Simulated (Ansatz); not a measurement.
**Antimonene bilayer (AA) in a perpendicular field**

Wanted: the out-of-plane response of the antimonene bilayer (AA). A positive field points along +c.

Main program and level: Ansatz 0.2.0; plane-wave DFT, PBE-D3(BJ), Ansatz PAW, in the first sound run; inputs show where later runs differ.

### 1. Set-up

The cell holds 4 atoms: 4 Sb. Cell: a = 4.120 Å, b = 4.120 Å, c = 24.300 Å, α = 90.0°, β = 90.0°, γ = 120.0°. Regions: layer 1: antimonene, 2 atoms (2 Sb); layer 2: antimonene, 2 atoms (2 Sb). Vacuum lies along c.

### 2. Relaxation

The starting cell is a guess, so the in-plane lattice and the atoms are relaxed first, with the slab cut off from its images along the normal. The program lengthens the vector along the normal by itself, so c and the volume that it reports differ from the typed ones.

Input file input.yaml:

```yaml
crystal:
  lattice:
    - [4.12, 0.0, 0.0]
    - [-2.06, 3.5680246636, 0.0]
    - [0.0, 0.0, 24.3]
  atoms:
    - { symbol: Sb, position: [0.6666666667, 0.3333333333, 0.3703703704] }
    - { symbol: Sb, position: [0.3333333333, 0.6666666667, 0.4382716049] }
    - { symbol: Sb, position: [0.6666666667, 0.3333333333, 0.5617283951] }
    - { symbol: Sb, position: [0.3333333333, 0.6666666667, 0.6296296296] }
  periodic: [true, true, false]
kpoints:
  mp_grid: { grid: [12, 12, 1] }
hamiltonian:
  xc: pbe
  dispersion: d3bj
scf:
  occupations: { method: fermi_dirac, width: 0.05 }
  convergence: { dr2_threshold: 1.0e-09 }
relax:
  f_tol: 0.004
  max_steps: 90
  cell: {}
output:
  write_potential: true
  write_density: true
  volumetric_format: npy
```

The run is started by

```sh
$ ansatz run input.yaml --threads 4 --pin off --max-ram 6144MiB --backend cpu --events-out ev --progress --plain --runs-dir out
```

Standard output:

```text
Warning: crystal.periodic: the lattice vector that does not repeat stood 0.000° off the slab's normal, 24.300 Å along it as the deck builds it. The run solves the slab on a vector along the normal, 36.400 Å long, with every atom where it was (on the deck's vector they left 18.00 Å outside them, and the widest stretch free of ions among them is 3.00 Å). A fractional position that the run reports is one of the run's ce [...]
Warning: relax.cell: scf.convergence.dr2_threshold = 1e-9 eV is looser than the 1.50551394508e-10 eV advised for a relaxation that steers and ends on the stress (1e-10 eV for each atom of the cell: 4, times the square of relax.cell.stress_2d_tol = 0.05 N/m over 16.3 Å (the atoms' height at the walk's start and 5 Å past either face), 3.067e-2 GPa, over a crystal's default 0.05). What an SCF threshold leaves in a stress goes as its square root, and in the free energy as the threshold itself, and one threshold admits the most on a small cell: [figures from the program's tests cut] Set scf.convergence.dr2_threshold to 1.50551394508e-10 eV or tighter. [rest of the remark cut]
crystal.periodic: the lattice vector that does not repeat stood 0.000° off the slab's normal, 24.300 Å along it as the deck builds it. The run solves the slab on a vector along the normal, 36.400 Å long, with every atom where it was (on the deck's vector they left 18.00 Å outside them, and the widest stretch free of ions among them is 3.00 Å). A fractional position that the run reports is one of the run's cell, which [...]
Engine: ansatz 0.2.0, aarch64-unknown-linux-gnu
Pseudopotentials: kind: paw
Pseudopotential: Sb, paw, valence charge 15, recommended cutoff 420 eV (normal), Sb.paw.azcp
Functional definition: PBE
  parameter kappa = 0.804
  parameter beta = 0.066725
  exchange = pbe_x(kappa = kappa, mu = beta*pi^2/3)
  correlation = pbe_c(beta = beta)
Crystal: 4 atoms, lattice volume = 535.090 Å³
Basis set: ecut = 420 eV, 10345 PW (Γ), exchange–correlation on 60×60×500 points (8 copies of the dense FFT grid, shifted against one another)
Bands: 36, of which v1, the nominal top of the filled ones, is band 30 counted from 1 (29 counted from 0)
Symmetry: 12 space group operations
Space group: P-3m1 (ITA 164), of the structure as read, at distance tolerance 8.1e-5 Å
k-points: 19 of 144
Non-local potential: Sb, projectors of the file, l = 0: 2, l = 1: 2, l = 2: 2, l = 3: 2
PAW form: soft (Blöchl's): semilocal exchange-correlation on the pseudo side does not see the compensation charge
PAW one-centre angular grid: Sb, 590 points (default); XC on 64 Gauss nodes
Initial density: superposition of atomic densities (neutral atoms: chi_scale 0, normalization atom), corrected by the library's trained network
Initial wavefunctions: pseudopotential atomic-orbital guess
Functional: x = pbe(κ = 0.804, μ = 0.219515), c = pbe(β = 0.066725)
SCF iter   1: F=—  HF=-25938.919850 eV  |F-HF|=—  |Δ(HF+E_count)|=         —  Δρ=7.76e-4  dr2=1.28e-2  ethr=1.77e-3  ⟨swp⟩=15.4  Hψ=4474  notcnv=0
preconditioner: auto → LDOS  [insulator: Δε(μ)=0.327 eV  Ē_g=7.318 eV  σ=0.050 eV  W_gap=0.91  n_scr=74 (ndim 8)  ℏωp=7.2 eV  f_vac=0.716  D(μ)=0.11/eV (n_scr^D=2)  ε∞_Penn≈2.0  β→1.0]
SCF iter   2: F=—  HF=-25938.925961 eV  |F-HF|=—  |Δ(HF+E_count)|=   6.11e-3  Δρ=1.18e-3  dr2=7.87e-2  ethr=2.13e-5  ⟨swp⟩=3.9  Hψ=1863  notcnv=0  defer=11
SCF iter   3: F=—  HF=-25938.917684 eV  |F-HF|=—  |Δ(HF+E_count)|=   8.28e-3  Δρ=4.02e-4  dr2=7.53e-3  ethr=2.13e-5  ⟨swp⟩=4.1  Hψ=1609  notcnv=0  defer=11
SCF iter   4: F=—  HF=-25938.916817 eV  |F-HF|=—  |Δ(HF+E_count)|=   8.68e-4  Δρ=8.58e-5  dr2=8.49e-5  ethr=1.25e-5  ⟨swp⟩=2.4  Hψ=796  notcnv=0  defer=11
SCF iter   5: F=—  HF=-25938.916771 eV  |F-HF|=—  |Δ(HF+E_count)|=   4.62e-5  Δρ=2.05e-5  dr2=5.20e-6  ethr=1.42e-7  ⟨swp⟩=3.3  Hψ=1442  notcnv=0  defer=11
SCF iter   6: F=—  HF=-25938.916751 eV  |F-HF|=—  |Δ(HF+E_count)|=   1.96e-5  Δρ=5.64e-6  dr2=1.79e-7  ethr=8.67e-9  ⟨swp⟩=3.0  Hψ=1427  notcnv=0  defer=11
SCF iter   7: F=—  HF=-25938.916751 eV  |F-HF|=—  |Δ(HF+E_count)|=   2.14e-7  Δρ=8.72e-7  dr2=5.23e-9  ethr=2.99e-10  ⟨swp⟩=3.4  Hψ=1541  notcnv=0  defer=11
SCF iter   8: F=-25938.916751 eV  HF=-25938.916751 eV  |F-HF|=9.20e-10  |Δ(HF+E_count)|=   1.49e-8  Δρ=1.90e-7  dr2=2.17e-10  ethr=1.67e-12  ⟨swp⟩=12.1  Hψ=5137  notcnv=0
SCF 1 converged in 8 iterations: F = -25938.916751 eV  dr2 = 2.17e-10
  greatest PAW one-centre occupation: 0.996 electrons in one spin orbital (limit 2), on the Sb atom at site 2 (counted from 0), in its partial waves of l = 2
relax step   1: F+E_penalty+E_count = -25938.91675117 eV  Δ(F+E_penalty+E_count) = +0.000e0 eV  max|allowed force component| = 1.270e-1 eV/Å  Δτ_max = 0.0000 Å  P = -0.954 N/m  Ω = 535.090 Å³  fix = [c, alpha, beta]  reactions: c -0.000 N/m  (8 SCF iters, accepted)
Crystal: 4 atoms, lattice volume = 526.865 Å³
Basis set: ecut = 420 eV, 10273 PW (Γ), exchange–correlation on 60×60×500 points (8 copies of the dense FFT grid, shifted against one another)
Initial density: handed on by an earlier stage of this run
Initial wavefunctions: those handed on with the density
iter 1 solved again at ethr=5.41e-5 eV; its pass at ethr=3.10e-3 eV (dr2=3.25e-2 eV) is discarded
SCF iter   1: F=—  HF=-25938.899387 eV  |F-HF|=—  |Δ(HF+E_count)|=         —  Δρ=3.41e-3  dr2=3.17e-2  ethr=5.41e-5  ⟨swp⟩=2.9  Hψ=4825  notcnv=0
preconditioner: auto → LDOS  [insulator: Δε(μ)=0.196 eV  Ē_g=7.487 eV  σ=0.050 eV  W_gap=0.70  n_scr=64 (ndim 8)  ℏωp=7.2 eV  f_vac=0.724  D(μ)=0.87/eV (n_scr^D=6)  ε∞_Penn≈1.9  β→1.0]
SCF iter   2: F=—  HF=-25938.900773 eV  |F-HF|=—  |Δ(HF+E_count)|=   1.39e-3  Δρ=5.80e-4  dr2=3.79e-3  ethr=5.29e-5  ⟨swp⟩=3.6  Hψ=1535  notcnv=0
SCF iter   3: F=—  HF=-25938.900152 eV  |F-HF|=—  |Δ(HF+E_count)|=   6.21e-4  Δρ=2.48e-4  dr2=2.13e-3  ethr=6.32e-6  ⟨swp⟩=3.3  Hψ=1459  notcnv=0
SCF iter   4: F=—  HF=-25938.899912 eV  |F-HF|=—  |Δ(HF+E_count)|=   2.40e-4  Δρ=1.27e-4  dr2=8.60e-5  ethr=3.55e-6  ⟨swp⟩=2.2  Hψ=865  notcnv=0
SCF iter   5: F=—  HF=-25938.899871 eV  |F-HF|=—  |Δ(HF+E_count)|=   4.07e-5  Δρ=3.39e-5  dr2=1.08e-5  ethr=1.43e-7  ⟨swp⟩=3.2  Hψ=1505  notcnv=0
SCF iter   6: F=—  HF=-25938.899865 eV  |F-HF|=—  |Δ(HF+E_count)|=   6.42e-6  Δρ=8.78e-6  dr2=3.78e-7  ethr=1.81e-8  ⟨swp⟩=3.4  Hψ=1351  notcnv=0
SCF iter   7: F=—  HF=-25938.899842 eV  |F-HF|=—  |Δ(HF+E_count)|=   2.30e-5  Δρ=1.38e-6  dr2=1.46e-8  ethr=6.30e-10  ⟨swp⟩=2.9  Hψ=1393  notcnv=0
SCF iter   8: F=-25938.899842 eV  HF=-25938.899842 eV  |F-HF|=1.35e-9  |Δ(HF+E_count)|=   2.82e-8  Δρ=2.68e-7  dr2=6.21e-10  ethr=1.67e-12  ⟨swp⟩=10.3  Hψ=5790  notcnv=0
[...]
SCF iter   1: F=—  HF=-25938.922997 eV  |F-HF|=—  |Δ(HF+E_count)|=         —  Δρ=2.73e-3  dr2=2.00e-2  ethr=3.55e-5  ⟨swp⟩=2.5  Hψ=4795  notcnv=0
preconditioner: auto → LDOS  [insulator: Δε(μ)=0.244 eV  Ē_g=7.375 eV  σ=0.050 eV  W_gap=0.81  n_scr=62 (ndim 8)  ℏωp=7.2 eV  f_vac=0.715  D(μ)=0.20/eV (n_scr^D=2)  ε∞_Penn≈2.0  β→1.0]
SCF iter   2: F=—  HF=-25938.925025 eV  |F-HF|=—  |Δ(HF+E_count)|=   2.03e-3  Δρ=5.48e-4  dr2=9.06e-3  ethr=3.34e-5  ⟨swp⟩=3.7  Hψ=1549  notcnv=0
SCF iter   3: F=—  HF=-25938.926256 eV  |F-HF|=—  |Δ(HF+E_count)|=   1.23e-3  Δρ=6.32e-4  dr2=2.46e-2  ethr=1.51e-5  ⟨swp⟩=3.8  Hψ=1562  notcnv=0  recentre
SCF iter   4: F=—  HF=-25938.923586 eV  |F-HF|=—  |Δ(HF+E_count)|=   2.67e-3  Δρ=1.02e-4  dr2=5.49e-4  ethr=1.51e-5  ⟨swp⟩=2.5  Hψ=921  notcnv=0
SCF iter   5: F=—  HF=-25938.923513 eV  |F-HF|=—  |Δ(HF+E_count)|=   7.38e-5  Δρ=2.64e-5  dr2=5.73e-6  ethr=9.15e-7  ⟨swp⟩=3.0  Hψ=937  notcnv=0
SCF iter   6: F=—  HF=-25938.923495 eV  |F-HF|=—  |Δ(HF+E_count)|=   1.80e-5  Δρ=7.64e-6  dr2=3.46e-7  ethr=9.55e-9  ⟨swp⟩=3.2  Hψ=1516  notcnv=0
SCF iter   7: F=—  HF=-25938.923495 eV  |F-HF|=—  |Δ(HF+E_count)|=   3.51e-7  Δρ=2.14e-6  dr2=3.00e-8  ethr=5.77e-10  ⟨swp⟩=3.3  Hψ=1257  notcnv=0
SCF iter   8: F=—  HF=-25938.923495 eV  |F-HF|=—  |Δ(HF+E_count)|=   4.22e-8  Δρ=4.83e-7  dr2=1.48e-9  ethr=5.00e-11  ⟨swp⟩=3.1  Hψ=1397  notcnv=0
SCF iter   9: F=-25938.923495 eV  HF=-25938.923495 eV  |F-HF|=4.77e-10  |Δ(HF+E_count)|=   4.15e-9  Δρ=9.41e-8  dr2=4.13e-11  ethr=1.67e-12  ⟨swp⟩=11.1  Hψ=4629  notcnv=0
SCF 3 converged in 9 iterations: F = -25938.923495 eV  dr2 = 4.13e-11
relax step   3: F+E_penalty+E_count = -25938.92349506 eV  Δ(F+E_penalty+E_count) = -6.744e-3 eV  max|allowed force component| = 1.463e-2 eV/Å  Δτ_max = 0.0323 Å  P = -0.429 N/m  Ω = 530.718 Å³  energy of the carried Pulay correction = +1.988e-4 eV  fix = [c, alpha, beta]  reactions: c -0.000 N/m  (9 SCF iters, accepted)
[...]
relax step   4: F+E_penalty+E_count = -25938.92553491 eV  Δ(F+E_penalty+E_count) = -2.040e-3 eV  max|allowed force component| = 5.246e-2 eV/Å  Δτ_max = 0.0205 Å  P = +0.075 N/m  Ω = 522.812 Å³  energy of the carried Pulay correction = +5.626e-4 eV  fix = [c, alpha, beta]  reactions: c +0.000 N/m  (8 SCF iters, accepted)
[...]
relax step   5: F+E_penalty+E_count = -25938.92599620 eV  Δ(F+E_penalty+E_count) = -4.613e-4 eV  max|allowed force component| = 1.138e-2 eV/Å  Δτ_max = 0.0049 Å  P = -0.019 N/m  Ω = 524.949 Å³  energy of the carried Pulay correction = +4.637e-4 eV  fix = [c, alpha, beta]  reactions: c -0.000 N/m  (7 SCF iters, accepted)
[...]
relax step   6: F+E_penalty+E_count = -25938.92602554 eV  Δ(F+E_penalty+E_count) = -2.934e-5 eV  max|allowed force component| = 2.530e-4 eV/Å  Δτ_max = 0.0039 Å  P = +0.003 N/m  Ω = 524.816 Å³  energy of the carried Pulay correction = +4.699e-4 eV  fix = [c, alpha, beta]  reactions: c +0.000 N/m  (6 SCF iters, accepted)
Initial wavefunctions: pseudopotential atomic-orbital guess (no wavefunctions were taken with the density)
iter 1 solved again at ethr=5.41e-7 eV; its pass at ethr=3.10e-3 eV (dr2=3.25e-4 eV) is discarded
SCF iter   1: F=—  HF=-25938.925550 eV  |F-HF|=—  |Δ(HF+E_count)|=         —  Δρ=8.99e-6  dr2=5.78e-8  ethr=5.41e-7  ⟨swp⟩=5.2  Hψ=6682  notcnv=0
eigensolver tolerance schedule: the retry pair's looser diagonalisation over-reported the residual by 5615.67 of it (diagonalisation noise at 49.45 of the residual, at the tolerance the schedule requests for it); recorded, not acted on — ethr = c·dr2/N_el stays at c = 1.0e-1
preconditioner: auto → LDOS  [insulator: Δε(μ)=0.229 eV  Ē_g=7.404 eV  σ=0.050 eV  W_gap=0.78  n_scr=64 (ndim 8)  ℏωp=7.2 eV  f_vac=0.715  D(μ)=0.21/eV (n_scr^D=2)  ε∞_Penn≈2.0  β→1.0]
SCF iter   2: F=—  HF=-25938.925525 eV  |F-HF|=—  |Δ(HF+E_count)|=   2.42e-5  Δρ=1.65e-6  dr2=3.15e-8  ethr=9.63e-11  ⟨swp⟩=5.2  Hψ=2187  notcnv=0
SCF iter   3: F=—  HF=-25938.925525 eV  |F-HF|=—  |Δ(HF+E_count)|=   9.21e-9  Δρ=8.49e-7  dr2=1.10e-8  ethr=5.24e-11  ⟨swp⟩=3.0  Hψ=1370  notcnv=0
SCF iter   4: F=—  HF=-25938.925525 eV  |F-HF|=—  |Δ(HF+E_count)|=  4.55e-10  Δρ=4.01e-7  dr2=7.36e-9  ethr=1.83e-11  ⟨swp⟩=3.8  Hψ=1556  notcnv=0
SCF iter   5: F=-25938.925525 eV  HF=-25938.925525 eV  |F-HF|=2.18e-11  |Δ(HF+E_count)|=  5.60e-10  Δρ=1.37e-7  dr2=3.39e-10  ethr=1.67e-12  ⟨swp⟩=14.2  Hψ=5361  notcnv=0
SCF 7 converged in 5 iterations: F = -25938.925525 eV  dr2 = 3.39e-10
relax step   7: F+E_penalty+E_count = -25938.92552542 eV  Δ(F+E_penalty+E_count) = +5.001e-4 eV  max|allowed force component| = 3.009e-4 eV/Å  Δτ_max = 0.0000 Å  P = +0.005 N/m  Ω = 524.816 Å³  fix = [c, alpha, beta]  reactions: c +0.000 N/m  stress off target by 5.36e-3 N/m on what of the cell is left free  SCF on the basis re-selected at this cell (its energy is not comparable with the rows above)  (5 SCF iters)
basis re-selected at this cell: Δ(F+E_penalty+E_count) = +5.001e-4 eV, ΔP = +0.002 N/m vs the last step (what re-selecting the basis moved, of the pressure what is left beyond the Pulay correction that the steps carried, after the strain that the cell walked since its last selection, with what the two solves' SCF thresholds leave and, on support functions, any second-order correction that the steps lacked; it is no m [...]
SCF converged after 5 iterations
Free energy (F): -25938.925525 eV
Harris-Foulkes:  -25938.925525 eV  (|F-HF|=2.18e-11)
Internal energy: -25938.923302 eV  (E = F + TS)
E sigma→0 (E₀):  -25938.924414 eV
Entropy (-TS):   -0.002224 eV (-0.556 meV/atom)
Fermi energy:    -4.190862 eV
--- Per-component energies (eV) ---
  E_band       = -1518.662081
  E_kinetic    = 826.678185
  E_local      = -147477.724158  (includes V_loc(G=0)·N_el)
  E_nonlocal   = 1448.527908
  E_hartree    = 73021.995408
  E_xc         = -552.502946
  E_vxc        = -383.063455  (∫ρ·V_xc dr)
  E_paw        = -18300.980207  (= ΣΔE_a)
  E_vpaw       = -1977.068378  (= ΣTr[D̂ρ^β])
  E_aug_tail   = -0.000006  (compensation charges beyond the density's cutoff)
  E_ewald      = 65096.371055
  E_disp       = -1.288540  (pairwise vdW)
  E_smearing   = -0.002224  (= −TS)
  E_closure    = 0.000000  (closes the sum)
  Σ components = -25938.925525   (vs F -25938.925525, Δ=0.00e0)
--- Forces (eV/Å), atoms counted from 1 ---
  atom   1  Sb     0.00000000    -0.00000000    -0.00024646
  atom   2  Sb    -0.00000000     0.00000000     0.00030093
  atom   3  Sb     0.00000000    -0.00000000    -0.00030093
  atom   4  Sb    -0.00000000     0.00000000     0.00024646
  max |Σ_I F_I| component: 0.00e0 eV/Å
--- 2D stress c σ (N/m, compression-positive) ---
        0.005365      -0.000000       0.000000
       -0.000000       0.005365       0.000000
        0.000000       0.000000       0.000000
  P = ½ c Tr σ = 0.0054 N/m
--- Band table (eV; the first three rows and the last of 19) ---
  k-point 0: bands = [... 26 lower, -4.9119, -4.6744, -4.6744, -4.5831, -3.2351, -2.2042, -2.0786, -2.0786, ... 2 higher]
  k-point 1: bands = [... 26 lower, -5.4044, -5.0948, -4.8444, -4.3444, -2.7255, -2.3681, -2.1533, -1.9634, ... 2 higher]
  k-point 2: bands = [... 26 lower, -5.8160, -5.4959, -5.2237, -4.5177, -3.1863, -2.6197, -1.7764, -1.6681, ... 2 higher]
  k-point 18: bands = [... 26 lower, -7.3676, -7.3676, -6.1760, -6.1760, -4.1152, -2.7720, -1.8803, -1.8803, ... 2 higher]
  the weakly bound empty levels are not read free of the cell's end (no_gap_told)
--- Relaxed structure (6 steps of the walk, 5 accepted, 1 SCFs on fresh bases) ---
  F+E_penalty+E_count = -25938.92552542 eV   max|allowed force component| = 3.009e-4 eV/Å   (the final SCF, on the basis selected at the relaxed cell)
  cell:  # Å, volume = 524.8159 Å³
    - [4.080257, 0, 0]
    - [-2.040128, 3.533606, 0]
    - [0, 0, 36.400000]
  atoms:
    - { symbol: Sb, position: [0.666667, 0.333333, 0.247628] }
    - { symbol: Sb, position: [0.333333, 0.666667, 0.292985] }
    - { symbol: Sb, position: [0.666667, 0.333333, 0.374597] }
    - { symbol: Sb, position: [0.333333, 0.666667, 0.419954] }
```

Elapsed: 43 s, on 4 threads of Arm Neoverse V2, shared host; peak memory 1 GiB; 2.8 min of CPU time.

The steps of the relaxation:

```
step  energy less that of the first step (eV)  largest force component (eV/Å)  volume (Å³)
   1                                   0.0000                          0.1270       535.09
   2                                   0.0169                          0.2525       526.87
   3                                  -0.0067                          0.0146       530.72
   4                                  -0.0088                          0.0525       522.81
   5                                  -0.0092                          0.0114       524.95
   6                                  -0.0093                          0.0003       524.82
  7*                                  -0.0088                          0.0003       524.82
```

Relaxation steps marked * repeat the geometry before them on a plane-wave basis chosen anew for their cell, so energy and pressure can jump there. Relaxation step 2 was tried and not accepted.

Forces are held to the 12 operations that the program found; a distortion that breaks them can't arise in this run.

```
cell as run  before  after  change
      a (Å)   4.120  4.080  -1.0 %
      b (Å)   4.120  4.080  -1.0 %
```

The atoms that moved most (Å, along periodic axes as changes of fractional coordinates times the final cell, across vacuum about the mean position):

```
atom     dx     dy      dz  length
 Sb3  0.000  0.000  -0.015   0.015
 Sb2  0.000  0.000   0.015   0.015
 Sb1  0.000  0.000   0.014   0.014
 Sb4  0.000  0.000  -0.014   0.014
```

Read from the output:

* energy at zero smearing: -25938.9244 eV

The lattice constant a goes from 4.120 to 4.080 Å.

(Continued in part 2 of 4.)

[Long decimals in the printed logs are rounded to 6 places.]

[Logs are printed without paths, hosts, clocks, repeated set-up lines and the standing remarks that a program may print on its own settings, such as how far it seeks lower states.]

[Hosts, paths, dates, database ids (printed as entryN), source tags and the programs' standing remarks are cut or masked in the printed files.]

[Maps of the electrostatic potential energy from Ansatz leave out the sawtooth potential of an applied field or a dipole correction, so their vacuum need not be flat; planar profiles and work functions include it.]
